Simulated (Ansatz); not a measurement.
# What La3TlC (Pm-3m) distorts into, part 2 of 3

Wanted: the energy along a soft mode of La3TlC (Pm-3m) and the structure at the end.

Ansatz 0.2.0; DFT PBEsol, scalar-relativistic, plane waves, PAW; PAW set soft_1.

So far, highest frequency on the path or at a solved wavevector (cm⁻¹): step 2 (phonons on a q mesh) 384. Also lowest frequency on the path (cm⁻¹): step 2 -151.

## (5) Energy along the mode, all amplitudes (two of the runs are shown above)

An imaginary frequency means negative curvature, so the energy should fall and then rise again as anharmonic terms take over.

This step gave:

```
depth at the lowest point sampled  : 0.181 meV/atom
largest atomic shift at that point : 0.08 Å
```

Table of energy from the parent by largest atomic shift:

```tsv
largest atomic shift (Å)	energy from the parent (meV/atom)
0.0000	0
0.0400	-0.113
0.0800	-0.181
0.1400	0.866
0.2200	6.37
```

Displacement at unit largest shift by atom:

```tsv
atom	x (Å)	y (Å)	z (Å)	size
La1	0.00	0.00	0.00	0.00
La2	0.00	0.00	0.00	0.00
La3	0.00	0.22	0.00	0.22
La4	0.00	-0.22	0.00	0.22
La5	0.00	0.00	0.00	0.00
La6	0.00	0.00	0.00	0.00
Tl7	0.00	0.00	0.00	0.00
Tl8	0.00	0.00	0.00	0.00
C9	0.00	-1.00	0.00	1.00
C10	0.00	1.00	0.00	1.00
```

The lowest of the steps tried is at 0.08 Å, 0.181 meV/atom below the parent; the bottom of the well need not coincide with a step.

## (6) Relaxing from the distorted cell

Starting from the lowest point found, all atoms and the cell are let go, so that strain and other modes of the same symmetry can join in.

input.yaml reads:

```yaml
crystal:
  lattice:
    - [5.1631067513, 0.0, 0.0]
    - [0.0, 5.1631067513, 0.0]
    - [0.0, 0.0, 10.3262135025]
  atoms:
    - { symbol: La, position: [0.5, -1.14256e-05, 0.25] }
    - { symbol: La, position: [0.5, 1.14256e-05, 0.75] }
    - { symbol: La, position: [0.0, 0.5034637691, 0.25] }
    - { symbol: La, position: [0.0, 0.4965362309, 0.75] }
    - { symbol: La, position: [0.5, 0.5, 0.5] }
    - { symbol: La, position: [0.5, 0.5, 0.0] }
    - { symbol: Tl, position: [0.0, 0.0, 0.0] }
    - { symbol: Tl, position: [0.0, 0.0, 0.5] }
    - { symbol: C, position: [0.5, 0.484505453, 0.25] }
    - { symbol: C, position: [0.5, 0.515494547, 0.75] }
kpoints:
  mp_grid: { grid: [8, 8, 4] }
hamiltonian:
  xc: pbesol
  pseudopotentials: { kind: paw, azcp: { folder: soft_1 }, xc_functional: pbe }
scf:
  occupations: { method: methfessel_paxton, width: 0.2 }
output:
  forces: true
  stress: true
  eigenvalues: true
relax:
  adjacent_minimum: "off"
  f_tol: 0.002
  max_steps: 120
  cell: { stress_tol: 0.03 }
```

Started as:

```
$ ansatz run input.yaml --threads 4 --pin off --max-ram 10240MiB --backend cpu --events-out ev --progress --plain --runs-dir out
```

Numbers of over 12 decimals in the logs are rounded to 6 here.

Log:

```text
[...]
Crystal: 10 atoms, lattice volume = 275.273 Å³
Basis set: ecut = 420 eV, 5451 PW (Γ), exchange–correlation on 72×72×144 points (8 copies of the dense FFT grid, shifted against one another)
Bands: 60, of which v1, the nominal top of the filled ones, is band 50 counted from 1 (49 counted from 0)
Symmetry: 8 space group operations
[...]
k-points: 75 of 256
[...]
SCF iter   1: F=—  HF=-60065.407743 eV  |F-HF|=—  |Δ(HF+E_count)|=         —  Δρ=5.16e-2  dr2=2.31e1  ethr=3.10e-3  ⟨swp⟩=5.1  Hψ=18476  notcnv=0
[...]
SCF iter   9: F=-60060.449946 eV  HF=-60060.449946 eV  |F-HF|=2.13e-8  |Δ(HF+E_count)|=   9.05e-8  S|Δr|=    0.00e0  Δρ=3.27e-6  dr2=5.34e-8  ethr=1.00e-10  ⟨swp⟩=16.7  Hψ=27247  notcnv=0
SCF 1 converged in 9 iterations: F = -60060.449946 eV  dr2 = 5.34e-8
[...]
relax step   1: F+E_penalty+E_count = -60060.44994598 eV  Δ(F+E_penalty+E_count) = +0.000e0 eV  max|allowed force component| = 5.340e-2 eV/Å  Δτ_max = 0.0000 Å  P = -0.006 GPa  Ω = 275.273 Å³  (9 SCF iters, dr2 threshold 1.00e-7 eV, accepted)
Crystal: 10 atoms, lattice volume = 275.099 Å³
Basis set: ecut = 420 eV, 5419 PW (Γ), exchange–correlation on 72×72×144 points (8 copies of the dense FFT grid, shifted against one another)
[...]
SCF iter   6: F=-60060.453896 eV  HF=-60060.453896 eV  |F-HF|=3.44e-8  |Δ(HF+E_count)|=   4.23e-8  S|Δr|=    0.00e0  Δρ=7.16e-6  dr2=1.75e-7  ethr=1.78e-10  ⟨swp⟩=11.0  Hψ=27392  notcnv=0
SCF 2 converged in 6 iterations: F = -60060.453896 eV  dr2 = 1.75e-7
relax step   2: F+E_penalty+E_count = -60060.45389596 eV  Δ(F+E_penalty+E_count) = -3.950e-3 eV  max|allowed force component| = 4.378e-2 eV/Å  Δτ_max = 0.0372 Å  P = +0.003 GPa  Ω = 275.099 Å³  energy of the carried Pulay correction = +3.072e-5 eV  (6 SCF iters, dr2 threshold 1.78e-7 eV, accepted)
Crystal: 10 atoms, lattice volume = 275.244 Å³
[...]
SCF iter   6: F=-60060.453255 eV  HF=-60060.453255 eV  |F-HF|=1.97e-8  |Δ(HF+E_count)|=   1.32e-7  S|Δr|=    0.00e0  Δρ=3.35e-6  dr2=5.23e-8  ethr=1.20e-10  ⟨swp⟩=9.6  Hψ=24917  notcnv=0
SCF 3 converged in 6 iterations: F = -60060.453255 eV  dr2 = 5.23e-8
relax step   3: F+E_penalty+E_count = -60060.45325505 eV  Δ(F+E_penalty+E_count) = +6.409e-4 eV  max|allowed force component| = 5.561e-2 eV/Å  Δτ_max = 0.0298 Å  P = -0.008 GPa  Ω = 275.244 Å³  energy of the carried Pulay correction = +5.142e-6 eV  (6 SCF iters, dr2 threshold 1.20e-7 eV, rejected (line search))
[... from here on, the SCF cycles and remarks between the steps are left out ...]
relax step   4: F+E_penalty+E_count = -60060.45474018 eV  Δ(F+E_penalty+E_count) = -8.442e-4 eV  max|allowed force component| = 3.145e-2 eV/Å  Δτ_max = 0.0142 Å  P = -0.013 GPa  Ω = 275.158 Å³  energy of the carried Pulay correction = +2.022e-5 eV  (9 SCF iters, accepted)
relax step   5: F+E_penalty+E_count = -60060.45597546 eV  Δ(F+E_penalty+E_count) = -1.235e-3 eV  max|allowed force component| = 3.515e-2 eV/Å  Δτ_max = 0.0199 Å  P = +0.030 GPa  Ω = 274.878 Å³  energy of the carried Pulay correction = +6.984e-5 eV  (6 SCF iters, dr2 threshold 6.18e-8 eV, accepted)
relax step   6: F+E_penalty+E_count = -60060.45365172 eV  Δ(F+E_penalty+E_count) = +2.324e-3 eV  max|allowed force component| = 6.270e-2 eV/Å  Δτ_max = 0.0764 Å  P = -0.144 GPa  Ω = 275.334 Å³  energy of the carried Pulay correction = -1.090e-5 eV  (7 SCF iters, dr2 threshold 7.72e-8 eV, rejected (line search))
relax step   7: F+E_penalty+E_count = -60060.45717072 eV  Δ(F+E_penalty+E_count) = -1.195e-3 eV  max|allowed force component| = 1.627e-2 eV/Å  Δτ_max = 0.0186 Å  P = +0.041 GPa  Ω = 274.791 Å³  energy of the carried Pulay correction = +8.523e-5 eV  (10 SCF iters, accepted)
relax step   8: F+E_penalty+E_count = -60060.45737795 eV  Δ(F+E_penalty+E_count) = -2.072e-4 eV  max|allowed force component| = 2.259e-3 eV/Å  Δτ_max = 0.0093 Å  P = -0.002 GPa  Ω = 274.917 Å³  energy of the carried Pulay correction = +6.286e-5 eV  (6 SCF iters, dr2 threshold 1.66e-8 eV, accepted)
relax step   9: F+E_penalty+E_count = -60060.45738026 eV  Δ(F+E_penalty+E_count) = -2.306e-6 eV  max|allowed force component| = 2.194e-3 eV/Å  Δτ_max = 0.0007 Å  P = +0.000 GPa  Ω = 274.909 Å³  energy of the carried Pulay correction = +6.442e-5 eV  (6 SCF iters, dr2 threshold 3.19e-10 eV, accepted)
relax step  10: F+E_penalty+E_count = -60060.45738594 eV  Δ(F+E_penalty+E_count) = -5.683e-6 eV  max|allowed force component| = 1.473e-4 eV/Å  Δτ_max = 0.0003 Å  P = +0.000 GPa  Ω = 274.907 Å³  energy of the carried Pulay correction = +6.469e-5 eV  (6 SCF iters, dr2 threshold 3.01e-10 eV, accepted)
[...]
SCF iter   5: F=-60060.457408 eV  HF=-60060.457408 eV  |F-HF|=2.91e-11  |Δ(HF+E_count)|=  2.18e-11  S|Δr|=    0.00e0  Δρ=1.04e-7  dr2=1.90e-11  ethr=1.00e-12  ⟨swp⟩=5.4  Hψ=18897  notcnv=0
SCF 11 converged in 5 iterations: F = -60060.457408 eV  dr2 = 1.90e-11
relax step  11: F+E_penalty+E_count = -60060.45740791 eV  Δ(F+E_penalty+E_count) = -2.197e-5 eV  max|allowed force component| = 1.440e-4 eV/Å  Δτ_max = 0.0000 Å  P = +0.000 GPa  Ω = 274.907 Å³  stress off target by 3.45e-3 GPa  SCF on the basis re-selected at this cell (its energy is not comparable with the rows above)  (5 SCF iters)
basis re-selected at this cell: Δ(F+E_penalty+E_count) = -2.197e-5 eV, ΔP = +0.000 GPa vs the last step (what re-selecting the basis moved, of the pressure what is left beyond the Pulay correction that the steps carried, after the strain that the cell walked since its last selection, with what the two solves' SCF thresholds leave and, on support functions, any second-order correction that the steps lacked; it is no m [...]
SCF converged after 5 iterations
[...]
Free energy (F): -60060.457408 eV
[...]
Internal energy: -60060.452000 eV  (E = F + TS)
E sigma→0 (E₀):  -60060.456056 eV
Entropy (-TS):   -0.005408 eV (-0.541 meV/atom)
Fermi energy:    11.208289 eV
[...]
--- Forces (eV/Å), atoms counted from 1 ---
  atom   1  La     0.00000000     0.00002171     0.00000000
  atom   2  La     0.00000000    -0.00002171     0.00000000
  atom   3  La     0.00000000    -0.00010802     0.00000000
  atom   4  La     0.00000000     0.00010802     0.00000000
  atom   5  La    -0.00000000    -0.00000000     0.00000000
  atom   6  La     0.00000000    -0.00000000     0.00000000
  atom   7  Tl     0.00000000    -0.00000000     0.00000000
  atom   8  Tl     0.00000000    -0.00000000     0.00000000
  atom   9  C      0.00000000    -0.00014403     0.00000000
  atom  10  C      0.00000000     0.00014403     0.00000000
  max |Σ_I F_I| component: 3.16e-30 eV/Å
--- Stress (GPa, compression-positive) ---
       -0.003453       0.000000       0.000000
        0.000000       0.003107       0.000000
        0.000000       0.000000       0.001723
  P = ⅓ Tr σ = 0.0005 GPa (0.005 kbar)
--- Band table (eV; the first three rows and the last of 75) ---
  k-point 0: bands = [... 46 lower, 10.7470, 10.7975, 10.8704, 11.2162, 11.2840, 11.3367, 11.7043, 12.1224, ... 6 higher]
  k-point 1: bands = [... 46 lower, 10.8347, 10.8729, 10.8753, 11.0690, 11.2738, 11.3950, 11.6893, 11.7938, ... 6 higher]
  k-point 2: bands = [... 46 lower, 10.8765, 10.8765, 11.1792, 11.1792, 11.2990, 11.2990, 11.5588, 11.5588, ... 6 higher]
  k-point 74: bands = [... 46 lower, 10.7124, 10.7124, 10.8260, 10.8260, 12.5291, 12.5291, 12.5740, 12.5740, ... 6 higher]
--- Relaxed structure (10 steps of the walk, 8 accepted, 1 SCFs on fresh bases) ---
  F+E_penalty+E_count = -60060.45740791 eV   max|allowed force component| = 1.440e-4 eV/Å   (the final SCF, on the basis selected at the relaxed cell)
  cell:  # Å, volume = 274.9070 Å³
    - [5.107281, 0.0, 0.0]
    - [0.0, 5.198071, 0.0]
    - [0.0, 0.0, 10.355088]
  atoms:
    - { symbol: La, position: [0.5, 0.00587252, 0.25] }
    - { symbol: La, position: [0.5, -0.00587252, 0.750000] }
    - { symbol: La, position: [0, 0.522807, 0.25] }
    - { symbol: La, position: [0, 0.477193, 0.750000] }
    - { symbol: La, position: [0.5, 0.5, 0.5] }
    - { symbol: La, position: [0.5, 0.5, 0] }
    - { symbol: Tl, position: [0, -1.0919493956821809e-19, 0] }
    - { symbol: Tl, position: [0, -1.0919493956821809e-19, 0.5] }
    - { symbol: C, position: [0.5, 0.482798, 0.25] }
    - { symbol: C, position: [0.5, 0.517202, 0.750000] }
```

It took 4.4 min on 4 threads of Arm Neoverse V1, shared host; peak memory 1.4 GiB; 18 min of CPU time.

Relaxation path:

```tsv
step	energy less that of the first step (eV)	largest force component (eV/Å)	pressure (GPa)	volume (Å³)
1	0.0000	0.0534	-0.01	275.27
2	-0.0039	0.0438	0.00	275.10
3	-0.0033	0.0556	-0.01	275.24
4	-0.0048	0.0314	-0.01	275.16
5	-0.0060	0.0351	0.03	274.88
6	-0.0037	0.0627	-0.14	275.33
7	-0.0072	0.0163	0.04	274.79
8	-0.0074	0.0023	0.00	274.92
9	-0.0074	0.0022	0.00	274.91
10	-0.0074	0.0001	0.00	274.91
11*	-0.0075	0.0001	0.00	274.91
```

Relaxation steps marked * repeat the geometry before them on a plane-wave basis chosen anew for their cell, so energy and pressure can jump there. Relaxation steps 3, 6 were tried and not accepted.

Forces are held to the 8 operations that the run works with; a distortion that breaks them can't arise in this run.

```tsv
cell as run	before	after	change
a (Å)	5.163	5.107	-1.1 %
b (Å)	5.163	5.198	+0.7 %
c (Å)	10.326	10.355	+0.3 %
volume (Å³/atom)	27.53	27.49	-0.1 %
```

The atoms that moved most (Å, as changes of fractional coordinates times the final cell):

```tsv
atom	dx	dy	dz	length
La3	0.000	0.101	0.000	0.101
La4	0.000	-0.101	0.000	0.101
La2	0.000	-0.031	0.000	0.031
La1	0.000	0.031	0.000	0.031
C10	0.000	0.009	0.000	0.009
C9	0.000	-0.009	0.000	0.009
```

Numbers from this step:

- pressure: 4.59e-4 GPa
- volume per atom: 27.49 Å³

The distorted start has space group Pmma; the relaxation ends in Pmma.

## (7) The new phase in its own primitive cell

The relaxed structure is symmetrised, reduced to its primitive cell and relaxed tightly, as its phonons need.

input.yaml, the sections that differ from step 6:

```yaml
crystal:
  lattice:
    - [10.3550884996, 0.0, 0.0]
    - [0.0, 5.1072814193, 0.0]
    - [0.0, 0.0, 5.1980712156]
  atoms:
    - { symbol: La, position: [0.25, 0.5, 0.005872516] }
    - { symbol: La, position: [0.75, 0.5, 0.994127484] }
    - { symbol: La, position: [0.25, 0.0, 0.5228070466] }
    - { symbol: La, position: [0.75, 0.0, 0.4771929534] }
    - { symbol: La, position: [0.5, 0.5, 0.5] }
    - { symbol: La, position: [0.0, 0.5, 0.5] }
    - { symbol: Tl, position: [0.0, 0.0, 0.0] }
    - { symbol: Tl, position: [0.5, 0.0, 0.0] }
    - { symbol: C, position: [0.25, 0.5, 0.4827976036] }
    - { symbol: C, position: [0.75, 0.5, 0.5172023964] }
kpoints:
  mp_grid: { grid: [4, 8, 8] }
relax:
  adjacent_minimum: "off"
  f_tol: 0.001
  max_steps: 60
  cell: { stress_tol: 0.01 }
# hamiltonian, scf, output: as in step 6
```

Log:

```text
[...]
Crystal: 10 atoms, lattice volume = 274.907 Å³
Basis set: ecut = 420 eV, 5395 PW (Γ), exchange–correlation on 144×72×72 points (8 copies of the dense FFT grid, shifted against one another)
Bands: 60, of which v1, the nominal top of the filled ones, is band 50 counted from 1 (49 counted from 0)
Symmetry: 8 space group operations
[...]
k-points: 75 of 256
[...]
- { symbol: La, position: [0.75, 0.5, 0.994127484] }
    - { symbol: La, position: [0.25, 0.0, 0.5228070466] }
    - { symbol: La, position: [0.75, 0.0, 0.477193] }
    - { symbol: La, position: [0.5, 0.5, 0.5] }
    - { symbol: La, position: [0.0, 0.5, 0.5] }
    - { symbol: Tl, position: [0.0, 0.0, 0.0] }
    - { symbol: Tl, position: [0.5, 0.0, 0.0] }
    - { symbol: C, position: [0.25, 0.5, 0.482798] }
    - { symbol: C, position: [0.75, 0.5, 0.5172023964] }
[key lines of the parts left out:]
SCF converged after 7 iterations
Free energy (F): -60060.457408 eV
Fermi energy:    11.208289 eV
P = ⅓ Tr σ = 0.0005 GPa (0.005 kbar)
```

Run time: 70 s. Hardware: 4 threads; peak memory 1.4 GiB; 4.6 min of CPU time.

Little changed from the start: no atom moved by 0.005 Å and no cell edge by 0.1 %.

This step gave:

* pressure: 4.60e-4 GPa

The largest force component left is 0.14 meV/Å and the pressure is 0.000 GPa, within the tolerances set. The cell now holds 27.49 Å³/atom.

(Part 2 of 3 ends here.)

[Logs are printed without paths, hosts, clocks, repeated set-up lines and the standing remarks that a program may print on its own settings, such as how far it seeks lower states.]

[Hosts, paths, dates, database ids (printed as entryN), source tags and the programs' standing remarks are cut or masked in the printed files.]
